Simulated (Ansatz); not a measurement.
# Preparing HfO2 (P2_1/c) as a host crystal, part 3 of 3

Aim: the runs on the perfect crystal HfO2 (P2_1/c) that a defect calculation needs first.

Ansatz 0.2.0; plane-wave PAW DFT, r2SCAN; single point of the host's primitive cell on a dense mesh; PAW set soft_1 (the session's first sound run).

So far: The starting structure; Primitive cell on a dense mesh; Self-consistent run; Defect free supercell relaxed from its symmetric sites.

### Step 5. Defect free supercell relaxed from displaced atoms

This step: plane-wave PAW DFT, r2SCAN; relaxation of the defect-free supercell from random displacements, a test of the host's stability; PAW set soft_1 (Ansatz 0.2.0).

Input file pristine.rattled/input.yaml:

```yaml
crystal:
  lattice:
    - [10.2294521958, 0.0, 0.0087803821]
    - [0.0, 10.3626289129, 0.0]
    - [-1.7504394689, 0.0, 10.4476738428]
  atoms:
    - { symbol: Hf, position: [0.1380886784, 0.2290863422, 0.3541307258] }
    - { symbol: Hf, position: [0.3619113216, 0.4790863422, 0.3958692742] }
    - { symbol: Hf, position: [0.3619113216, 0.2709136578, 0.1458692742] }
    - { symbol: Hf, position: [0.1380886784, 0.0209136578, 0.1041307258] }
    - { symbol: O, position: [0.223998508, 0.3711857927, 0.4892109929] }
    - { symbol: O, position: [0.276001492, 0.1211857927, 0.2607890071] }
    - { symbol: O, position: [0.276001492, 0.1288142073, 0.0107890071] }
    - { symbol: O, position: [0.223998508, 0.3788142073, 0.2392109929] }
    - { symbol: O, position: [0.0349713339, 0.1667377492, 0.1721315791] }
    - { symbol: O, position: [0.4650286661, 0.4167377492, 0.0778684209] }
    - { symbol: O, position: [0.4650286661, 0.3332622508, 0.3278684209] }
    - { symbol: O, position: [0.0349713339, 0.0832622508, 0.4221315791] }
    - { symbol: Hf, position: [0.1380886784, 0.2290863422, 0.8541307258] }
    - { symbol: Hf, position: [0.3619113216, 0.4790863422, 0.8958692742] }
    - { symbol: Hf, position: [0.3619113216, 0.2709136578, 0.6458692742] }
    - { symbol: Hf, position: [0.1380886784, 0.0209136578, 0.6041307258] }
    - { symbol: O, position: [0.223998508, 0.3711857927, 0.9892109929] }
    - { symbol: O, position: [0.276001492, 0.1211857927, 0.7607890071] }
    - { symbol: O, position: [0.276001492, 0.1288142073, 0.5107890071] }
    - { symbol: O, position: [0.223998508, 0.3788142073, 0.7392109929] }
    - { symbol: O, position: [0.0349713339, 0.1667377492, 0.6721315791] }
    - { symbol: O, position: [0.4650286661, 0.4167377492, 0.5778684209] }
    - { symbol: O, position: [0.4650286661, 0.3332622508, 0.8278684209] }
    - { symbol: O, position: [0.0349713339, 0.0832622508, 0.9221315791] }
    - { symbol: Hf, position: [0.1380886784, 0.7290863422, 0.3541307258] }
    - { symbol: Hf, position: [0.3619113216, 0.9790863422, 0.3958692742] }
    - { symbol: Hf, position: [0.3619113216, 0.7709136578, 0.1458692742] }
    - { symbol: Hf, position: [0.1380886784, 0.5209136578, 0.1041307258] }
    - { symbol: O, position: [0.223998508, 0.8711857927, 0.4892109929] }
    - { symbol: O, position: [0.276001492, 0.6211857927, 0.2607890071] }
[... 60 atom lines left out ...]
    - { symbol: O, position: [0.776001492, 0.6288142073, 0.5107890071] }
    - { symbol: O, position: [0.723998508, 0.8788142073, 0.7392109929] }
    - { symbol: O, position: [0.5349713339, 0.6667377492, 0.6721315791] }
    - { symbol: O, position: [0.9650286661, 0.9167377492, 0.5778684209] }
    - { symbol: O, position: [0.9650286661, 0.8332622508, 0.8278684209] }
    - { symbol: O, position: [0.5349713339, 0.5832622508, 0.9221315791] }
basis:
  ecutwfc: 500
  xc_grid: 2
hamiltonian:
  xc: r2scan
  pseudopotentials: { kind: paw, azcp: { folder: soft_1 } }
kpoints:
  mp_grid: { grid: [1, 1, 1], shift: [0.25, 0.25, 0.25] }
scf:
  occupations: { method: fermi_dirac, width: 0.01 }
  max_iter: 80
output:
  forces: true
relax:
  f_tol: 0.01
  max_steps: 120
  random_displacement: { amplitude: 0.08, seed: 3022 }
checkpoint:
  write: "../pristine.rattled.run"
  compress: false
  write_wavefunctions: false
  write_every: 100000
```

The run is started by

```console
> ansatz run input.yaml --threads 10 --pin off --max-ram 37683MiB --backend cuda --events-out ev --progress --plain --runs-dir out
```

Numbers of over 12 decimals in the logs are rounded to 6 here.

The program printed:

```text
[...]
GPU FFT provider: cuFFT
GPU libraries: cuBLAS 13.8.2, cuFFT 12.4.0, cuSOLVER 12.3.4
Crystal: 96 atoms, lattice volume = 1107.655 Å³
Basis set: ecut = 500 eV, 28081 PW (Γ), exchange–correlation on 150×160×160 points (8 copies of the dense FFT grid, shifted against one another)
Bands: 730, of which v1, the nominal top of the filled ones, is band 608 counted from 1 (607 counted from 0)
Symmetry: 1 space group operations
k-points: 1
[...]
GPU buffer pool allocated for 480000 grid points (all kernels)
[...]
SCF iter   1: F=—  HF=-540074.191541 eV  |F-HF|=—  |Δ(HF+E_count)|=         —  Δρ=8.95e-2  dr2=6.94e1  dr2_τ=5.35e0  ethr=3.10e-3  ⟨swp⟩=6.0  Hψ=2166  notcnv=0  defer=101
[...]
SCF iter  11: F=-540064.166053 eV  HF=-540064.166053 eV  |F-HF|=9.39e-8  |Δ(HF+E_count)|=   9.28e-7  Δρ=1.06e-5  dr2=8.97e-7  dr2_τ=1.15e-7  ethr=2.06e-10  ⟨swp⟩=3.0  Hψ=2565  notcnv=0
SCF 1 converged in 11 iterations: F = -540064.166053 eV  dr2 = 8.97e-7
[...]
relax step   1: F+E_penalty+E_count = -540064.16605343 eV  Δ(F+E_penalty+E_count) = +0.000e0 eV  max|allowed force component| = 2.544e0 eV/Å  Δτ_max = 0.0000 Å  (11 SCF iters, dr2 threshold 2.50e-6 eV, accepted)
[... the SCF cycles and remarks between the steps are left out from here to the last step ...]
relax step   2: F+E_penalty+E_count = -540067.21711091 eV  Δ(F+E_penalty+E_count) = -3.051e0 eV  max|allowed force component| = 2.081e0 eV/Å  Δτ_max = 0.1653 Å  (8 SCF iters, dr2 threshold 1.00e-4 eV, accepted)
relax step   3: F+E_penalty+E_count = -540069.08340977 eV  Δ(F+E_penalty+E_count) = -1.866e0 eV  max|allowed force component| = 5.365e-2 eV/Å  Δτ_max = 0.1145 Å  (7 SCF iters, dr2 threshold 1.00e-4 eV, accepted)
relax step   4: F+E_penalty+E_count = -540069.08341517 eV  Δ(F+E_penalty+E_count) = -5.400e-6 eV  max|allowed force component| = 5.328e-2 eV/Å  Δτ_max = 0.0000 Å  (5 SCF iters, accepted)
relax step   5: F+E_penalty+E_count = -540069.08699710 eV  Δ(F+E_penalty+E_count) = -3.582e-3 eV  max|allowed force component| = 5.061e-3 eV/Å  Δτ_max = 0.0101 Å  (7 SCF iters, dr2 threshold 1.77e-7 eV, accepted)
[...]
SCF iter   2: F=-540069.086997 eV  HF=-540069.086997 eV  |F-HF|=8.38e-9  |Δ(HF+E_count)|=   1.75e-9  Δρ=1.60e-6  dr2=2.76e-8  dr2_τ=3.17e-9  ethr=8.22e-12  ⟨swp⟩=3.0  Hψ=2336  notcnv=0
SCF 6 converged in 2 iterations: F = -540069.086997 eV  dr2 = 2.76e-8
relax step   6: F+E_penalty+E_count = -540069.08699714 eV  Δ(F+E_penalty+E_count) = -3.842e-8 eV  max|allowed force component| = 5.093e-3 eV/Å  Δτ_max = 0.0000 Å  (2 SCF iters, accepted)
[...]
SCF iter   2: F=-540069.086997 eV  HF=-540069.086997 eV  |F-HF|=4.07e-9  |Δ(HF+E_count)|=   7.33e-9  Δρ=1.04e-6  dr2=1.37e-8  dr2_τ=4.93e-10  ethr=2.27e-12  ⟨swp⟩=3.0  Hψ=1758  notcnv=0
SCF 7 converged in 2 iterations: F = -540069.086997 eV  dr2 = 1.37e-8
SCF converged after 2 iterations
Free energy (F): -540069.086997 eV
[...]
Internal energy: -540069.086997 eV  (E = F + TS)
E sigma→0 (E₀):  -540069.086997 eV
Fermi energy:    14.934587 eV
[...]
--- Forces (eV/Å), atoms counted from 1 ---
  atom   1  Hf    -0.00115610     0.00138389    -0.00045977
  atom   2  Hf     0.00122077     0.00131202    -0.00016176
  atom   3  Hf    -0.00024866     0.00145091     0.00136665
  atom   4  Hf    -0.00225367     0.00020917     0.00051503
  atom   5  O      0.00217702    -0.00105611     0.00071769
  atom   6  O      0.00196820    -0.00054392    -0.00125887
  atom   7  O     -0.00116182     0.00013617     0.00007839
  atom   8  O      0.00078487    -0.00110902    -0.00085768
  atom   9  O     -0.00094317    -0.00035976    -0.00020448
  atom  10  O      0.00016131     0.00169452    -0.00038971
  atom  11  O      0.00050173    -0.00231645     0.00078656
  atom  12  O      0.00197516     0.00041818     0.00042494
  atom  13  Hf    -0.00003931    -0.00040328     0.00075257
  atom  14  Hf    -0.00091549    -0.00133609    -0.00063072
  atom  15  Hf    -0.00145729     0.00160570     0.00021079
  atom  16  Hf    -0.00114049    -0.00052021    -0.00247308
  atom  17  O      0.00145193    -0.00116887     0.00099466
  atom  18  O     -0.00082404     0.00122371     0.00208022
  atom  19  O     -0.00110295     0.00006904    -0.00089996
  atom  20  O      0.00005499    -0.00249232     0.00007881
  atom  21  O      0.00048037     0.00247603     0.00123085
  atom  22  O     -0.00056654    -0.00031055    -0.00229164
  atom  23  O      0.00209349     0.00058008     0.00102231
  atom  24  O      0.00285752     0.00032427    -0.00026050
  atom  25  Hf     0.00155307    -0.00128373     0.00121961
  atom  26  Hf    -0.00188921    -0.00512206     0.00187251
  atom  27  Hf    -0.00034934    -0.00005951     0.00349455
  atom  28  Hf    -0.00037342     0.00162529    -0.00211993
  atom  29  O      0.00081395     0.00144321     0.00238658
  atom  30  O     -0.00060922    -0.00107297     0.00038287
  atom  31  O     -0.00157388    -0.00138950    -0.00244769
  atom  32  O      0.00187539     0.00070786     0.00007832
  atom  33  O     -0.00160153     0.00068160    -0.00154247
  atom  34  O      0.00030970     0.00240917     0.00075121
  atom  35  O     -0.00058427    -0.00100616    -0.00127960
  atom  36  O      0.00060698    -0.00095479     0.00009469
  atom  37  Hf    -0.00214094    -0.00042183    -0.00336636
  atom  38  Hf     0.00027045    -0.00203917    -0.00118074
  atom  39  Hf    -0.00272707    -0.00114713     0.00115373
  atom  40  Hf     0.00006193     0.00287289    -0.00317623
[...]
atom  85  Hf     0.00281242    -0.00059709    -0.00206652
  atom  86  Hf     0.00028421    -0.00178925     0.00142282
  atom  87  Hf    -0.00083815    -0.00045789     0.00133351
  atom  88  Hf     0.00030695     0.00109373    -0.00125298
  atom  89  O      0.00075313    -0.00005000     0.00092146
  atom  90  O     -0.00198270     0.00046001     0.00160367
  atom  91  O     -0.00066325     0.00038143     0.00018768
  atom  92  O     -0.00004284    -0.00074107     0.00043395
  atom  93  O     -0.00178725     0.00126767     0.00010697
  atom  94  O      0.00052670     0.00190813    -0.00198202
  atom  95  O     -0.00090926    -0.00003215    -0.00078218
  atom  96  O     -0.00028344     0.00163728     0.00116251
  max |Σ_I F_I| component: 6.60e-3 eV/Å
--- Relaxed structure (6 steps of the walk, 6 accepted, 0 SCFs on fresh bases) ---
  F+E_penalty+E_count = -540069.08699714 eV   max|allowed force component| = 5.093e-3 eV/Å
  atoms:
    - { symbol: Hf, position: [0.138508, 0.229955, 0.355398] }
    - { symbol: Hf, position: [0.362336, 0.479962, 0.397134] }
    - { symbol: Hf, position: [0.362343, 0.271800, 0.147094] }
    - { symbol: Hf, position: [0.138533, 0.021812, 0.105368] }
    - { symbol: O, position: [0.224424, 0.372042, 0.490475] }
    - { symbol: O, position: [0.276419, 0.122087, 0.262062] }
    - { symbol: O, position: [0.276451, 0.129717, 0.012000] }
    - { symbol: O, position: [0.224444, 0.379707, 0.240444] }
    - { symbol: O, position: [0.035402, 0.167656, 0.173351] }
    - { symbol: O, position: [0.465430, 0.417687, 0.079154] }
    - { symbol: O, position: [0.465501, 0.334187, 0.329101] }
    - { symbol: O, position: [0.035443, 0.084046, 0.423331] }
    - { symbol: Hf, position: [0.138519, 0.229949, 0.855379] }
    - { symbol: Hf, position: [0.362351, 0.479943, 0.897113] }
    - { symbol: Hf, position: [0.362369, 0.271784, 0.647104] }
    - { symbol: Hf, position: [0.138551, 0.021791, 0.605378] }
    - { symbol: O, position: [0.224423, 0.372038, 0.990473] }
    - { symbol: O, position: [0.276428, 0.122042, 0.762035] }
    - { symbol: O, position: [0.276448, 0.129723, 0.512014] }
    - { symbol: O, position: [0.224448, 0.379697, 0.740435] }
    - { symbol: O, position: [0.035378, 0.167599, 0.673362] }
    - { symbol: O, position: [0.465433, 0.417714, 0.579192] }
    - { symbol: O, position: [0.465459, 0.334075, 0.829142] }
    - { symbol: O, position: [0.035437, 0.084052, 0.923334] }
    - { symbol: Hf, position: [0.138518, 0.729971, 0.355391] }
    - { symbol: Hf, position: [0.362354, 0.979985, 0.397097] }
    - { symbol: Hf, position: [0.362359, 0.771809, 0.147092] }
    - { symbol: Hf, position: [0.138554, 0.521805, 0.105399] }
    - { symbol: O, position: [0.224447, 0.872044, 0.490447] }
    - { symbol: O, position: [0.276457, 0.622082, 0.262076] }
    - { symbol: O, position: [0.276479, 0.629724, 0.012041] }
    - { symbol: O, position: [0.224444, 0.879702, 0.240416] }
    - { symbol: O, position: [0.035418, 0.667634, 0.173370] }
    - { symbol: O, position: [0.465437, 0.917679, 0.079128] }
    - { symbol: O, position: [0.465519, 0.834183, 0.329109] }
    - { symbol: O, position: [0.035457, 0.584052, 0.423333] }
    - { symbol: Hf, position: [0.138560, 0.729957, 0.855407] }
    - { symbol: Hf, position: [0.362352, 0.979948, 0.897110] }
    - { symbol: Hf, position: [0.362392, 0.771805, 0.647084] }
    - { symbol: Hf, position: [0.138547, 0.521801, 0.605398] }
    - { symbol: O, position: [0.224429, 0.872037, 0.990477] }
    - { symbol: O, position: [0.276455, 0.622067, 0.762080] }
    - { symbol: O, position: [0.276449, 0.629733, 0.512035] }
    - { symbol: O, position: [0.224471, 0.879673, 0.740426] }
    - { symbol: O, position: [0.035439, 0.667649, 0.673348] }
    - { symbol: O, position: [0.465437, 0.917698, 0.579142] }
    - { symbol: O, position: [0.465502, 0.834115, 0.829124] }
    - { symbol: O, position: [0.035482, 0.584044, 0.923323] }
    - { symbol: Hf, position: [0.638510, 0.229982, 0.355378] }
    - { symbol: Hf, position: [0.862343, 0.479965, 0.397121] }
    - { symbol: Hf, position: [0.862365, 0.271821, 0.147100] }
    - { symbol: Hf, position: [0.638535, 0.021809, 0.105375] }
    - { symbol: O, position: [0.724437, 0.372035, 0.490485] }
    - { symbol: O, position: [0.776436, 0.122073, 0.262073] }
    - { symbol: O, position: [0.776434, 0.129721, 0.012036] }
    - { symbol: O, position: [0.724455, 0.379704, 0.240441] }
    - { symbol: O, position: [0.535374, 0.167609, 0.173357] }
    - { symbol: O, position: [0.965420, 0.417754, 0.079191] }
    - { symbol: O, position: [0.965481, 0.334136, 0.329143] }
    - { symbol: O, position: [0.535446, 0.084095, 0.423332] }
    - { symbol: Hf, position: [0.638526, 0.229949, 0.855393] }
    - { symbol: Hf, position: [0.862358, 0.479973, 0.897111] }
    - { symbol: Hf, position: [0.862367, 0.271795, 0.647121] }
    - { symbol: Hf, position: [0.638558, 0.021816, 0.605372] }
[...]
- { symbol: Hf, position: [0.638516, 0.729966, 0.355386] }
    - { symbol: Hf, position: [0.862331, 0.979955, 0.397104] }
    - { symbol: Hf, position: [0.862373, 0.771789, 0.147091] }
    - { symbol: Hf, position: [0.638529, 0.521790, 0.105375] }
[...]
- { symbol: O, position: [0.535393, 0.667625, 0.173350] }
    - { symbol: O, position: [0.965421, 0.917718, 0.079172] }
    - { symbol: O, position: [0.965518, 0.834159, 0.329128] }
    - { symbol: O, position: [0.535449, 0.584087, 0.423359] }
    - { symbol: Hf, position: [0.638521, 0.729951, 0.855391] }
    - { symbol: Hf, position: [0.862343, 0.979939, 0.897107] }
    - { symbol: Hf, position: [0.862388, 0.771797, 0.647098] }
    - { symbol: Hf, position: [0.638556, 0.521802, 0.605385] }
    - { symbol: O, position: [0.724438, 0.872029, 0.990456] }
    - { symbol: O, position: [0.776471, 0.622054, 0.762049] }
    - { symbol: O, position: [0.776455, 0.629720, 0.512015] }
    - { symbol: O, position: [0.724464, 0.879689, 0.740418] }
    - { symbol: O, position: [0.535423, 0.667624, 0.673365] }
    - { symbol: O, position: [0.965431, 0.917707, 0.579174] }
    - { symbol: O, position: [0.965516, 0.834123, 0.829145] }
    - { symbol: O, position: [0.535491, 0.583982, 0.923295] }
```

The job ended after 9.6 s (1 × NVIDIA H100 80GB HBM3 with 10 threads of AMD EPYC 7R13 (Zen 3), shared host; peak memory 1.4 GiB; 14 s of CPU time).

The steps of the relaxation:

| step | energy less that of the first step (eV) | largest force component (eV/Å) |
| --- | --- | --- |
| 1 | 0.0000 | 2.5443 |
| 2 | -3.0511 | 2.0813 |
| 3 | -4.9174 | 0.0536 |
| 4 | -4.9174 | 0.0533 |
| 5 | -4.9209 | 0.0051 |
| 6 | -4.9209 | 0.0051 |

The relaxation ends 51 meV an atom lower than the displaced start, with a largest force component of 0.0051 eV/Å.

### Step 6. Results

```json
{
 "supercell relaxed in its symmetry less the displaced and relaxed one": "0.000 eV",
 "energy an atom at one point at (¼, ¼, ¼) less that on the dense mesh": "0.000 eV"
}
```

In words: Step 5: The energy fell by 4.921 eV from the randomly displaced start; the atoms end within 0.005 Å of the sites as typed, once the mean shift is taken out. The displaced cell ends within 0.01 eV of the symmetric one relaxed in its symmetry, so no lower structure shows in this supercell. All at zero temperature.

[Logs are printed without paths, hosts, clocks, repeated set-up lines and the standing remarks that a program may print on its own settings, such as how far it seeks lower states.]

[Hosts, paths, dates, database ids (printed as entryN), source tags and the programs' standing remarks are cut or masked in the printed files.]

[Runs of the host that timed out are not shown.]

[For some hosts the program warned that the k-mesh of the response run may be too coarse for force constants and the static dielectric constant; such warnings are not always shown.]
